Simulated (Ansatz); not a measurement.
# Lattice dynamics of SiTe (built on the sites of a database entry of SnTe), part 2 of 2

Wanted: vibrations and spectra of SiTe (built on the sites of a database entry of SnTe); the cell is already relaxed. After the zone centre comes a 2×2×2 q mesh on a 10×10×10 k mesh.

Ansatz 0.2.0; DFT LDA, scalar-relativistic, plane waves, norm-conserving pseudopotentials.

So far. Step 2 (Linear response at the zone centre): Before it was imposed, the acoustic sum rule was missed by 1.2e-4 eV/Å². Small misses are needed for a sound result but don't prove that mesh and cutoff are converged. The lowest optical mode is real, 199 cm⁻¹.

The structure was built from a prototype and need not be the compound's stable phase.

## 3. The dispersion

Stability and thermal properties need the whole zone. Linear response on a 2×2×2 q mesh gives force constants as far as a supercell of that size would.

The input, input.yaml:

```yaml
crystal:
  lattice:
    - [0.0, 3.1888223209, 3.1888223209]
    - [3.1888223209, 0.0, 3.1888223209]
    - [3.1888223209, 3.1888223209, 0.0]
  atoms:
    - { symbol: Si, position: [0.0, 0.0, 0.0] }
    - { symbol: Te, position: [0.75, 0.75, 0.75] }
kpoints:
  mp_grid: { grid: [10, 10, 10] }
hamiltonian:
  xc: lda
  pseudopotentials: { kind: nc }
scf:
  occupations: { method: methfessel_paxton, width: 0.15 }
output:
  eigenvalues: true
phonons:
  method: dfpt
  qmesh: [2, 2, 2]
  temperatures: { t_max: 1000, t_step: 50 }
  qpath:
    path:
      - [[0.0, 0.0, 0.0], [-0.5, -0.5, 0.0], [-0.375, -0.375, 0.25]]
      - [[-0.375, 0.0, 0.375], [0.0, 0.0, 0.0], [0.0, 0.0, 0.5], [-0.5, -0.25, 0.25], [-0.5, -0.5, 0.0]]
    npoints: 10
```

Launch:

```console
$ ansatz run input.yaml --threads 4 --pin off --max-ram 7168MiB --backend cpu --events-out ev --progress --plain --runs-dir out
```

Log:

```text
Warning: phonons: the dynamical matrix that this run interpolates holds no multipole term above the dipole-dipole one, and a site of this crystal is no centre of inversion, so its interpolated transverse optical and acoustic branches and sound speeds can stay off near Gamma, and the density of states and the thermodynamics with them. What a run solves at a wave vector of phonons.qpoints, Gamma apart, where the deck admits one, is free of this, and under fd what a larger phonons.supercell samples
[...]
Crystal: 2 atoms, lattice volume = 64.852 Å³
Basis set: ecut = 1120 eV, 5577 PW (Γ), exchange–correlation on 100×100×100 points (8 copies of the dense FFT grid, shifted against one another)
Bands: 14, of which v1, the nominal top of the filled ones, is band 10 counted from 1 (9 counted from 0)
Symmetry: 24 space group operations
k-points: 47 of 1000 (time reversal used)
[...]
SCF iter   1: F=—  HF=-2960.047969 eV  |F-HF|=—  |Δ(HF+E_count)|=         —  Δρ=1.59e-2  dr2=1.81e-1  ethr=3.10e-3  ⟨swp⟩=6.2  Hψ=4112  notcnv=0
[...]
SCF iter  10: F=-2959.996085 eV  HF=-2959.996085 eV  |F-HF|=4.55e-13  |Δ(HF+E_count)|=  1.52e-10  S|Δr|=    0.00e0  Δρ=7.01e-8  dr2=1.64e-12  ethr=1.00e-12  ⟨swp⟩=8.0  Hψ=4091  notcnv=0
SCF 1 converged in 10 iterations: F = -2959.996085 eV  dr2 = 1.64e-12
[...]
iter 1 solved again at ethr=1.65e-7 eV; its pass at ethr=3.10e-3 eV (dr2=3.31e-5 eV) is discarded
SCF iter   1: F=—  HF=-2959.996121 eV  |F-HF|=—  |Δ(HF+E_count)|=         —  Δρ=3.34e-7  dr2=1.05e-10  ethr=1.65e-7  ⟨swp⟩=4.0  Hψ=6423  notcnv=0
eigensolver tolerance schedule: the retry pair's looser diagonalisation over-reported the residual by 315691.62 of it (diagonalisation noise at an unbounded share of the residual, at the tolerance the schedule requests for it); recorded, not acted on — ethr = c·dr2/N_el stays at c = 1.0e-1
[...]
SCF iter   2: F=—  HF=-2959.996085 eV  |F-HF|=—  |Δ(HF+E_count)|=   3.67e-5  S|Δr|=    0.00e0  Δρ=1.40e-7  dr2=1.31e-11  ethr=1.00e-12  ⟨swp⟩=4.0  Hψ=1866  notcnv=0
SCF iter   3: F=-2959.996085 eV  HF=-2959.996085 eV  |F-HF|=3.64e-12  |Δ(HF+E_count)|=  2.73e-12  S|Δr|=    0.00e0  Δρ=1.01e-7  dr2=7.51e-12  ethr=1.00e-12  ⟨swp⟩=4.9  Hψ=2209  notcnv=0
SCF 2 converged in 3 iterations: F = -2959.996085 eV  dr2 = 7.51e-12
phonons: the bands overlap, so this run is a metal and interpolates without the dipole-dipole term. If the crystal is really an insulator or semiconductor, its LO-TO splitting is missing
NSCF: frozen V_eff on 47 k-points
WARN: eigensolver did not converge in 33 slots of this pass, the one above among them; of largest residual over every band (k=14): 1 band(s) unlocked (lowest unlocked band 13, counted from 0; max residual 1.18e-1 eV among the unlocked bands, 1.18e-1 eV over every band); of lowest unlocked band (k=1): band 13
[...]
DFPT response loops at q = (0, 0, 0) (fractional): preconditioner auto → Kerker (q_TF=auto, 2.243 Å⁻¹) (partly filled bands, converged f_vac=0.015); β = 1.00, the filter's whole step (`scf.mixing.beta` (0.50) is not read by the response loops under this deck's `scf.mixing.preconditioner`; to damp them name `kerker` or `kerker_dos`, under which they read `scf.mixing.beta`, and type it under 1.00, their step now; both keys bind the ground state too); Broyden in place of MSR1
[...]
SCF converged after 10 iterations
[...]
Free energy (F): -2959.996085 eV
[...]
Internal energy: -2959.996825 eV  (E = F + TS)
E sigma→0 (E₀):  -2959.996270 eV
Entropy (-TS):   0.000741 eV (0.370 meV/atom)
Fermi energy:    6.230856 eV
[...]
--- Band table (eV; the first three rows and the last of 47) ---
  k-point 0: bands = [... 6 lower, 2.0613, 3.7043, 3.7043, 3.7043, 6.7782, 6.7782, 6.7782, 10.5211]
  k-point 1: bands = [... 6 lower, 1.4324, 3.6070, 3.6070, 4.0556, 6.9337, 6.9337, 6.9468, 10.9101]
  k-point 2: bands = [... 6 lower, 0.3645, 3.3889, 3.3889, 4.2667, 7.2773, 7.2773, 7.6552, 11.6893]
  k-point 46: bands = [... 6 lower, -2.0270, 1.5791, 1.7553, 6.6755, 7.2366, 8.9049, 9.1867, 12.4101]
--- Phonons (Γ-DFPT): 2 representative perturbations + reference (Σ response iterations 5) ---
  ASR residual: 9.725e-5 → 0.000e0 eV/Å²; symmetrization residual: 5.080e-6 eV/Å²
  ASR residual per site (eV/Å²): 1.47e-5 9.73e-5
  Γ frequencies (cm⁻¹): 0.00 0.00 0.00 198.91 198.91 198.91
--- Phonons (arbitrary-q DFPT): 3 irreducible q on the 2×2×2 mesh ---
  q = [0.0000, 0.0000, 0.0000] (star 1, of the zone-centre solve; hermiticity 3.03e-6, symmetrization 4.49e-15): -0.00 -0.00 0.00 198.91 198.91 198.91
  q = [0.0000, 0.0000, -0.5000] (star 4, 2 solved perturbations on 282 of 1000 k-point pairs; hermiticity 2.81e-6, symmetrization 2.28e-12, the responses' own estimated error 1.4e-4 eV/Å²): -26.51 -26.51 14.60 173.37 173.37 212.62
  q = [0.0000, -0.5000, -0.5000] (star 3, 4 solved perturbations in 546 linear systems a pass and spin channel, the states on 171 of 1000 k-point pairs; hermiticity 1.15e-5, symmetrization 3.19e-12, the responses' own estimated error 1.8e-4 eV/Å²): -42.58 -42.58 67.03 124.02 124.02 148.60
  sum rule: each row above includes the acoustic sum rule's correction from the zone centre's row sums; it moved no ω² by more than (0.46 cm⁻¹)²
  mesh force constants: q→R imaginary residual 4.28e-17; ASR residual 9.725e-5 → 0.000e0 eV/Å²; symmetrization residual 2.220e-15 eV/Å²
  interpolated dispersion: 62 rows × 6 modes
  density of states and harmonic sums: on the 18×18×18 q-mesh, interpolated from the force constants of a 2×2×2 supercell (no non-analytic term)
  largest difference from the sums on the solved wave vectors: F 7.77e-3 eV, S 2.58e-5 and C_V 1.15e-5 eV/K
  zero-point energy: 0.034333 eV/cell   skipped modes (ω ≤ 0): 387, of them read as no rigid motion or as one in doubt: 384 (1.991e0 modes/cell left out, lowest -51.28 cm⁻¹)   left out of the sums: 3.32e-1 of the cell's modes: C_V's classical limit lies that fraction below 3 k_B per atom; for a crystal, a wire or a layer, F and S can be off by more, and a phonons.interpolated_qmesh denser along its periods is the remedy for the sampling
```

Elapsed: 1.8 min, on 4 threads of Arm Neoverse V1, shared host; peak memory 2.1 GiB; 7 min of CPU time.

Numbers from this step:

| Quantity | Value |
| --- | --- |
| sum-rule residual before enforcement | 9.73e-5 eV/Å² |
| lowest frequency on the path | -51.49 cm⁻¹ |
| highest frequency on the path or at a solved wavevector | 212.6 cm⁻¹ |
| lowest mode on the q mesh (acoustic modes at Γ apart) | -42.58 cm⁻¹ |

Frequencies (cm⁻¹) solved at each irreducible wavevector; negative means imaginary. Frequencies by wavevector, by row:

| q in reciprocal lattice units | star | mode 1 | mode 2 | mode 3 | mode 4 | mode 5 | mode 6 |
| --- | --- | --- | --- | --- | --- | --- | --- |
| 0 0 0 | 1 | 0 | 0 | 0 | 198.9 | 198.9 | 198.9 |
| 0 0 -0.5 | 4 | -26.5 | -26.5 | 14.6 | 173.4 | 173.4 | 212.6 |
| 0 -0.5 -0.5 | 3 | -42.6 | -42.6 | 67 | 124 | 124 | 148.6 |

Interpolated from a 2×2×2 q mesh. Phonon branches along the path, in cm⁻¹:

| point | branch 1 | branch 2 | branch 3 | branch 4 | branch 5 | branch 6 |
| --- | --- | --- | --- | --- | --- | --- |
| Γ | 0 | 0 | 0 | 199 | 199 | 199 |
| halfway | -23 | -23 | 56 | 176 | 176 | 184 |
| X | -43 | -43 | 67 | 124 | 124 | 149 |
| halfway | -44 | -42 | 61 | 127 | 134 | 152 |
| U | -44 | -39 | 50 | 136 | 153 | 160 |
| jump to K | -44 | -39 | 50 | 136 | 153 | 160 |
| halfway | -30 | -17 | 49 | 178 | 183 | 194 |
| Γ | 0 | 0 | 0 | 199 | 199 | 199 |
| halfway | -20 | -20 | 47 | 187 | 187 | 201 |
| L | -26 | -26 | 15 | 173 | 173 | 213 |
| halfway | -42 | -30 | 36 | 156 | 163 | 188 |
| W | -52 | -29 | 48 | 144 | 147 | 155 |
| halfway | -48 | -37 | 57 | 135 | 135 | 153 |
| X | -43 | -43 | 67 | 124 | 124 | 149 |

The phonon branches as a text plot (rows in cm⁻¹):

```
    207 |                                    ********
    196 |****                  **************        *
    185 |    ***             ** **         ***        *
    174 |      **          ******             *******  **
    163 |       ****     ******                     ****
    152 |        *  ******* *                         ***********
    141 |         **    * **                            ******
    130 |           * ****                                    ***
    119 |            **                                         *
    108 |
     97 |
     86 |
     75 |
     64 |       ********                                      ***
     53 |    ***        ***     **                         ***
     42 |   *              *****  **      *****        ****
     31 |  *                        *    *     *    ***
     20 | *                          *          ****
      9 |                           *   *
     -2 |***                      ** ****
    -13 |   ***                 **  *    ***
    -24 |      *               * ***        *********    **
    -35 |       ****     ********                  ******  ****
    -46 |           ********                          ***********
         Γ           X  U|K            Γ         L        W     X
```

Tetrahedra on a 18×18×18 mesh, mean over bins of 5 cm-1. Interpolated from a 2×2×2 q mesh. Phonon density of states against wavenumber; read off at these points:

wavenumber (cm⁻¹), phonon density of states (1/cm⁻¹/cell) and a bar:
```
      -52     0.0026 #
      -48     0.0304 ##########
      -38     0.0648 #####################
      -32     0.0933 ##############################
      -22     0.0346 ###########
      -18     0.0202 ######
       -8     0.0062 ##
       -2     0.0035 #
        2     0.0004 
       12     0.0001 
       18     0.0010 
       28     0.0064 ##
       32     0.0115 ####
       42     0.0452 ###############
       48     0.0568 ##################
       52     0.0292 #########
       62     0.0083 ###
       68     0.0009 
       78     0.0000 
       82     0.0000 
       92     0.0000 
       98     0.0000 
      108     0.0000 
      112     0.0000 
      118     0.0000 
      128     0.0046 #
      132     0.0097 ###
      142     0.0284 #########
      148     0.0331 ###########
      158     0.0556 ##################
      162     0.0589 ###################
      168     0.0620 ####################
      172     0.0624 ####################
      178     0.0480 ###############
      182     0.0416 #############
      192     0.0388 ############
      198     0.0374 ############
      208     0.0069 ##
      212     0.0012
```

The partial phonon density of states has structure finer than the step of the table below, so its rows give means over 10 cm⁻¹, whole bins alone (the curve runs from -61 to 229 cm⁻¹). Peaks (cm⁻¹: height): Si -30.1: 0.0139, 172.2: 0.057, 194.0: 0.0395; Te -30.1: 0.0838, 48.3: 0.0491.

Phonopy on the run's constants, 15x15x15 mesh, Gaussian sigma 2.1 cm-1. Interpolated from a 2×2×2 q mesh. Table of partial phonon density of states by wavenumber; means over each step; values in 1/cm⁻¹/cell:

| wavenumber (cm⁻¹) | Si | Te |
| --- | --- | --- |
| -50 | 0.00179 | 0.0166 |
| -40 | 0.00671 | 0.0515 |
| -30 | 0.0116 | 0.0708 |
| -20 | 0.00437 | 0.0249 |
| -10 | 0.00155 | 0.00822 |
| 0 | 3.2e-4 | 0.00157 |
| 10 | 3.5e-5 | 2.2e-4 |
| 20 | 1.8e-4 | 0.00219 |
| 30 | 6.5e-4 | 0.00896 |
| 40 | 0.00170 | 0.0313 |
| 50 | 0.00216 | 0.0389 |
| 60 | 6.2e-4 | 0.0121 |
| 70 | 2.5e-5 | 0.00103 |
| 80 | 0 | 0 |
| 90 | 0 | 0 |
| 100 | 0 | 0 |
| 110 | 0 | 0 |
| 120 | 4.2e-4 | 3.7e-5 |
| 130 | 0.00692 | 6.8e-4 |
| 140 | 0.0194 | 0.00238 |
| 150 | 0.0356 | 0.00396 |
| 160 | 0.0504 | 0.00581 |
| 170 | 0.0536 | 0.00726 |
| 180 | 0.0400 | 0.00529 |
| 190 | 0.0348 | 0.00403 |
| 200 | 0.0227 | 0.00205 |
| 210 | 0.00437 | 2.2e-4 |
| 220 | 4.9e-5 | 2.7e-6 |

Second derivatives of the energy by pair, one row for each kind of neighbour of each atom listed. Each entry sums the pair over the periodic images of the supercell that the q mesh stands for, and in a polar crystal it holds the long-range dipole part too. Force constants by pair, by row:

| atom | neighbour | distance (Å) | third of the trace (eV/Å²) | along the pair's line (eV/Å²) |
| --- | --- | --- | --- | --- |
| Si1 | itself | 0 | 2.679 | – |
| Si1 | Te | 2.762 | -0.6511 | -1.659 |
| Si1 | Si | 4.51 | 0.2016 | -0.1724 |
| Si1 | Te | 5.288 | -0.1861 | -0.4241 |
| Si1 | Si | 6.378 | -0.5397 | -0.5397 |
| Te2 | itself | 0 | 1.443 | – |
| Te2 | Si | 2.762 | -0.6511 | -1.659 |
| Te2 | Te | 4.51 | 0.3544 | 0.2888 |
| Te2 | Si | 5.288 | -0.1861 | -0.4241 |
| Te2 | Te | 6.378 | -0.2205 | -0.2205 |

Symmetry leaves 3 wavevectors to solve. The lowest mode among them, the acoustic zeros apart, lies at q = (0, -0.5, -0.5) and is imaginary, 42.6i cm⁻¹, so the energy falls along it. Between them the interpolated path dips to 51i cm⁻¹.

## 4. Results

| Quantity | Value |
| --- | --- |
| space group (within 0.01 Å) | F-43m |
| volume per atom | 32.4 Å³ |
| electronic character | no gap on this mesh |
| highest optical mode at the zone centre (no LO-TO term) | 199 cm⁻¹ |
| lowest optical zone-centre mode | 199 cm⁻¹ |
| lowest mode on the q mesh (acoustic modes at Γ apart) | -42.6 cm⁻¹ |
| highest frequency on the path or at a solved wavevector | 213 cm⁻¹ |
| imaginary modes on the 2×2×2 q mesh | yes |

What this shows: Modes are clearly imaginary (beyond 10i cm⁻¹) at 2 of the 3 irreducible wavevectors, most at q = (0, -0.5, -0.5) (42.6i cm⁻¹), so this structure is not a minimum of the energy. The optical modes at Γ form one degenerate level at 199 cm⁻¹. The highest mode in this list at Γ, 198.9 cm⁻¹, is mostly motion of Si (82 % of the kinetic energy). Where the functional closes the gap at Γ, the partly filled states at that one point of a Γ-centred mesh soften the zone-centre modes by up to a few per cent. With no gap, or one that is small against the smearing, the frequencies hang on the k mesh and the smearing, most of all near Kohn anomalies. Spin-orbit coupling is left out, which can matter for the heavy elements here. A phonon run warned that its eigensolver left some bands unconverged in a pass. The starting cell was built on a prototype and not taken from a measurement, so the phase need not exist. These are harmonic frequencies at zero temperature: anharmonic shifts, linewidths and thermal expansion are left out.

[Logs are printed without paths, hosts, clocks, repeated set-up lines and the standing remarks that a program may print on its own settings, such as how far it seeks lower states.]

[Hosts, paths, dates, database ids (printed as entryN), source tags and the programs' standing remarks are cut or masked in the printed files.]
